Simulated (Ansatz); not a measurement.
# Work function of Sc(0001): what the settings cost and change, part 2 of 2

How far do functional and pseudopotentials move the work function of Sc(0001), and at what cost?

Ansatz 0.2.0; plane-wave DFT, PBE, Ansatz PAW (the session's first sound run).

So far, work function, upper face (eV): step 2 (run, setting PBE, Ansatz PAW (420 eV)) 3.65; step 4 (PBEsol) 3.70; step 5 (RPBE) 3.56; step 6 (r2SCAN) 3.75; step 7 (PBE JTH) 3.65.

### Step 8. Slab

This step: plane-wave DFT, PBE, norm-conserving (Ansatz 0.2.0).

File input.yaml:

```yaml
crystal:
  lattice:
    - [3.31, 0.0, 0.0]
    - [1.655, 2.8665440865, 0.0]
    - [0.0, 0.0, 33.82842]
  atoms:
    - { symbol: Sc, position: [0.0, 0.0, 0.2660484882] }
    - { symbol: Sc, position: [0.6666666667, 0.6666666667, 0.3440323255] }
    - { symbol: Sc, position: [0.0, 0.0, 0.4220161627] }
    - { symbol: Sc, position: [0.6666666667, 0.6666666667, 0.5] }
    - { symbol: Sc, position: [0.0, 0.0, 0.5779838373] }
    - { symbol: Sc, position: [0.6666666667, 0.6666666667, 0.6559676745] }
    - { symbol: Sc, position: [0.0, 0.0, 0.7339515118] }
kpoints:
  mp_grid: { grid: [14, 14, 1] }
hamiltonian:
  xc: pbe
  pseudopotentials: { kind: nc }
scf:
  occupations: { method: fermi_dirac, width: 0.1 }
  convergence: { dr2_threshold: 1.0e-09 }
efield:
  axis: 3
  dipole_correction: true
  ramp_position: 0.97
  ramp_width: 0.06
output:
  write_potential: true
  write_density: true
  volumetric_format: npy
```

Launch:

```
$ ansatz run input.yaml --threads 2 --pin off --max-ram 3072MiB --backend cpu --events-out ev --progress --plain --runs-dir out
```

Standard output:

```text
[...]
Crystal: 7 atoms, lattice volume = 320.973 Å³
Basis set: ecut = 1061.244064 eV, 25241 PW (Γ)
Bands: 47, of which v1, the nominal top of the filled ones, is band 39 counted from 1 (38 counted from 0)
Symmetry: 6 space group operations
k-points: 24 of 196 (time reversal used)
[...]
k-point 0: bands = [... 35 lower, 3.5134, 3.5158, 3.8272, 3.9219, 4.1652, 4.4952, 4.7934, 4.7934, ... 12 higher]
  k-point 1: bands = [... 35 lower, 3.5215, 3.5266, 3.7493, 3.8683, 4.1321, 4.4750, 4.6677, 4.6947, ... 12 higher]
  k-point 2: bands = [... 35 lower, 3.4934, 3.5012, 3.5822, 3.7665, 4.0641, 4.3936, 4.4176, 4.4610, ... 12 higher]
  k-point 23: bands = [... 35 lower, 2.9746, 3.0223, 3.1339, 3.1875, 3.3928, 3.5235, 3.6434, 3.8146, ... 12 higher]
[key lines of the parts left out:]
SCF converged after 15 iterations
Free energy (F): -9216.908068 eV
Fermi energy:    3.422395 eV
Dipole field:    D = -0.000000 V/Å  (p = -0.000001 e·Å, saw-weighted, corrected)
Work function:   Φ+ = 3.6479 eV   Φ− = 3.6479 eV
```

Run time: 2.7 min. Hardware: 2 threads of Intel Xeon 6975P-C (Granite Rapids), shared host; peak memory 2.1 GiB; 5.2 min of CPU time.

The work function is 3.648 eV, +0.001 eV from the run “PBE, Ansatz PAW (420 eV)”, at 4.8 times its CPU time.

### Step 9. Slab

This step: plane-wave DFT, LDA, norm-conserving (Ansatz 0.2.0).

Changes to input.yaml since step 8:

```diff
@@ -16,3 +16,3 @@
 hamiltonian:
-  xc: pbe
+  xc: lda
   pseudopotentials: { kind: nc }
```

Standard output:

```text
[...]
Crystal: 7 atoms, lattice volume = 320.973 Å³
Basis set: ecut = 1061.244064 eV, 25241 PW (Γ)
Bands: 47, of which v1, the nominal top of the filled ones, is band 39 counted from 1 (38 counted from 0)
Symmetry: 6 space group operations
k-points: 24 of 196 (time reversal used)
[...]
k-point 0: bands = [... 35 lower, 3.3140, 3.3151, 3.6862, 3.7251, 3.9330, 4.2455, 4.5344, 4.5344, ... 12 higher]
  k-point 1: bands = [... 35 lower, 3.3278, 3.3279, 3.5972, 3.6599, 3.8942, 4.2230, 4.4110, 4.4380, ... 12 higher]
  k-point 2: bands = [... 35 lower, 3.3086, 3.3262, 3.3866, 3.5332, 3.8163, 4.1394, 4.1659, 4.2068, ... 12 higher]
  k-point 23: bands = [... 35 lower, 2.7685, 2.8048, 2.9279, 2.9797, 3.1837, 3.3059, 3.4316, 3.5961, ... 12 higher]
[key lines of the parts left out:]
SCF converged after 14 iterations
Free energy (F): -9210.492575 eV
Fermi energy:    3.212989 eV
Dipole field:    D = -0.000002 V/Å  (p = -0.000004 e·Å, saw-weighted, corrected)
Work function:   Φ+ = 3.7809 eV   Φ− = 3.7809 eV
```

The job ended after 3.1 min (2 threads; peak memory 2 GiB).

The work function is 3.781 eV, +0.134 eV from the run “PBE, Ansatz PAW (420 eV)”, at 5.6 times its CPU time.

### Step 10. Run, setting PBE, all layers relaxed

This step: plane-wave DFT, PBE, Ansatz PAW (Ansatz 0.2.0).

Changes to input.yaml since step 9:

```diff
@@ -16,4 +16,3 @@
 hamiltonian:
-  xc: lda
-  pseudopotentials: { kind: nc }
+  xc: pbe
 scf:
@@ -26,2 +25,5 @@
   ramp_width: 0.06
+relax:
+  f_tol: 0.01
+  max_steps: 40
 output:
```

Standard output:

```text
[...]
Crystal: 7 atoms, lattice volume = 320.973 Å³
Basis set: ecut = 420 eV, 6413 PW (Γ), exchange–correlation on 48×48×480 points (8 copies of the dense FFT grid, shifted against one another)
Bands: 47, of which v1, the nominal top of the filled ones, is band 39 counted from 1 (38 counted from 0)
Symmetry: 6 space group operations
[...]
atoms:
    - { symbol: Sc, position: [7.670886e-18, 0, 0.271903] }
    - { symbol: Sc, position: [0.666667, 0.666667, 0.346160] }
    - { symbol: Sc, position: [1.691487e-18, 0, 0.423307] }
    - { symbol: Sc, position: [0.666667, 0.666667, 0.500000] }
    - { symbol: Sc, position: [-1.691491e-18, 0, 0.576693] }
    - { symbol: Sc, position: [0.666667, 0.666667, 0.653840] }
    - { symbol: Sc, position: [-7.670889e-18, 0, 0.728097] }
[key lines of the parts left out:]
SCF converged after 11 iterations
Free energy (F): -14949.425554 eV
Fermi energy:    3.432221 eV
Dipole field:    D = -0.000000 V/Å  (p = -0.000000 e·Å, saw-weighted, corrected)
Work function:   Φ+ = 3.5946 eV   Φ− = 3.5946 eV
```

Wall time 50 s (2 threads); peak memory 0.77 GiB; 96 s of CPU time.

The relaxation took 2 steps and lowered the energy by 0.039 eV; the largest force on the free atoms ends at 0.0064 eV/Å.

The work function is 3.595 eV, -0.052 eV from the run “PBE, Ansatz PAW (420 eV)”, at 1.5 times its CPU time.

### Step 11. The series together

Times are for 2 threads of Intel Xeon 6975P-C (Granite Rapids), shared host. Results by setting:

| no. | setting | work function, upper face (eV) | time | memory (GiB) |
| --- | --- | --- | --- | --- |
| 1 | PBE, Ansatz PAW (420 eV) | 3.647 | 40 s | 0.84 |
| 2 | LDA, Ansatz PAW (420 eV) | 3.781 | 42 s | 0.83 |
| 3 | PBEsol, Ansatz PAW (420 eV) | 3.697 | 42 s | 0.83 |
| 4 | RPBE, Ansatz PAW (420 eV) | 3.559 | 43 s | 0.83 |
| 5 | r2SCAN, Ansatz PAW (500 eV) | 3.748 | 67 s | 1.3 |
| 6 | PBE, JTH PAW (1350 eV) | 3.646 | 3.2 min | 2.7 |
| 7 | PBE, norm-conserving (1061 eV) | 3.648 | 2.7 min | 2.1 |
| 8 | LDA, norm-conserving (1061 eV) | 3.781 | 3.1 min | 2.0 |
| 9 | PBE, all layers relaxed | 3.595 | 50 s | 0.77 |

### Step 12. The same run with other settings

An input spoilt on purpose, to show how the run answers: it repeats the earlier run “PBE, Ansatz PAW (420 eV)” with efield.amplitude to 3.0, and scf.max_iter set to 100; its output block differs too.

Changes to input.yaml since step 10:

```diff
@@ -20,2 +20,3 @@
   convergence: { dr2_threshold: 1.0e-09 }
+  max_iter: 100
 efield:
@@ -25,5 +26,3 @@
   ramp_width: 0.06
-relax:
-  f_tol: 0.01
-  max_steps: 40
+  amplitude: 3.0
 output:
```

Standard output:

```text
[...]
Crystal: 7 atoms, lattice volume = 320.973 Å³
Basis set: ecut = 420 eV, 6413 PW (Γ)
Bands: 47, of which v1, the nominal top of the filled ones, is band 39 counted from 1 (38 counted from 0)
Symmetry: 6 space group operations
k-points: 24 of 196 (time reversal used)
[...]
SCF iter   1: F=—  HF=-14963.089735 eV  |F-HF|=—  |Δ(HF+E_count)|=         —  Δρ=4.75e-2  dr2=5.75e2  ethr=3.10e-3  p=3.357 e·Å  D=1.89e0 V/Å  ΔV_dip=-64.03 eV  dr2_dipole=2.71e2  V_vac-E_F(+/−)=23.85/5.98 eV  ⟨swp⟩=11.4  Hψ=6265  notcnv=0
[...]
SCF iter  24: F=-14954.299326 eV  HF=-14954.299326 eV  |F-HF|=2.16e-10  |Δ(HF+E_count)|=  5.80e-10  Δρ=1.93e-7  dr2=3.07e-10  ethr=1.30e-12  p=3.271 e·Å  D=1.84e0 V/Å  ΔV_dip=-62.38 eV  dr2_dipole=6.83e-11  V_vac-E_F(+/−)=19.52/0.54 eV  ⟨swp⟩=9.8  Hψ=5045  notcnv=0
WARN: efield: at this solve's end the planar-averaged density reaches 3.89e-3 e/Å³ inside the ramp window [0.9404, 0.1510] (bound 1e-5 e/Å³); the window's nearer edge stands 3.89 Å from this solve's nearest atom along the axis. Its free energy, forces, stress, dipole, levels and responses can be off, and this figure does not tell by how much. The cell may have no vacuum along `efield.axis`. A short vacuum, a low `basis.ecutwfc` or `basis.ecutrho_ratio` and negative occupations (`scf.occupations.method`) can put density there. See the manual's quickstart, § The vacuum guard
SCF 1 converged in 24 iterations: F = -14954.299326 eV  dr2 = 3.07e-10
[...]
SCF converged after 24 iterations
Free energy (F): -14954.299326 eV
[...]
Internal energy: -14953.816156 eV  (E = F + TS)
E sigma→0 (E₀):  -14954.057741 eV
Entropy (-TS):   -0.483170 eV (-69.024 meV/atom)
Fermi energy:    2.793059 eV
Dipole field:    D = 1.844043 V/Å  (p = 3.270978 e·Å, saw-weighted, corrected)
Work function:   not extracted (applied field tilts the vacuum); planar V_es + V_field profile in the machine report
[...]
Vacuum region:   at the solve's end the planar-averaged density reaches 3.89e-3 e/Å³ inside the ramp window [0.9404, 0.1510] (bound 1e-5 e/Å³)
[...]
--- Band table (eV; the first three rows and the last of 24) ---
  k-point 0: bands = [... 35 lower, 2.3606, 3.1925, 3.2821, 3.5028, 3.6501, 3.8700, 4.1095, 4.1095, ... 12 higher]
  k-point 1: bands = [... 35 lower, 2.4146, 3.1149, 3.2172, 3.4417, 3.6120, 3.8566, 3.9984, 4.0718, ... 12 higher]
  k-point 2: bands = [... 35 lower, 2.5457, 2.9241, 3.0582, 3.2883, 3.5106, 3.7406, 3.7879, 3.8378, ... 12 higher]
  k-point 23: bands = [... 35 lower, 2.3439, 2.3917, 2.5033, 2.5586, 2.7639, 2.8969, 3.0136, 3.1936, ... 12 higher]
```

The job ended after 1.7 min (2 threads; peak memory 0.82 GiB; 3.3 min of CPU time).

In so strong a field the program warns of density in the ramp of the sawtooth; these numbers are not the system's.

### Step 13. Outcome

| Quantity | Value |
| --- | --- |
| work function, PBE, Ansatz PAW (420 eV) | 3.647 eV |
| work function, LDA, Ansatz PAW (420 eV) | 3.781 eV |
| work function, RPBE, Ansatz PAW (420 eV) | 3.559 eV |
| work function, r2SCAN, Ansatz PAW (500 eV) | 3.748 eV |
| work function, LDA, norm-conserving (1061 eV) | 3.781 eV |
| work function, PBE, all layers relaxed | 3.595 eV |

In words: PBE on the default files gives 3.65 eV, and the settings tried spread the value from 3.56 to 3.78 eV. At one geometry LDA lies 0.13 eV above PBE. The choice of pseudopotentials moves the PBE value by 0.002 eV. Relaxing the layers changes it by -0.052 eV. The ladder's slabs use the tabulated experimental lattice constant (two decimals; a low-temperature value for the alkali metals).

[Long decimals in the printed logs are rounded to 6 places.]

[Logs are printed without paths, hosts, clocks, repeated set-up lines and the standing remarks that a program may print on its own settings, such as how far it seeks lower states.]

[Hosts, paths, dates, database ids (printed as entryN), source tags and the programs' standing remarks are cut or masked in the printed files.]

[Maps of the electrostatic potential energy from Ansatz leave out the sawtooth potential of an applied field or a dipole correction, so their vacuum need not be flat; planar profiles and work functions include it.]
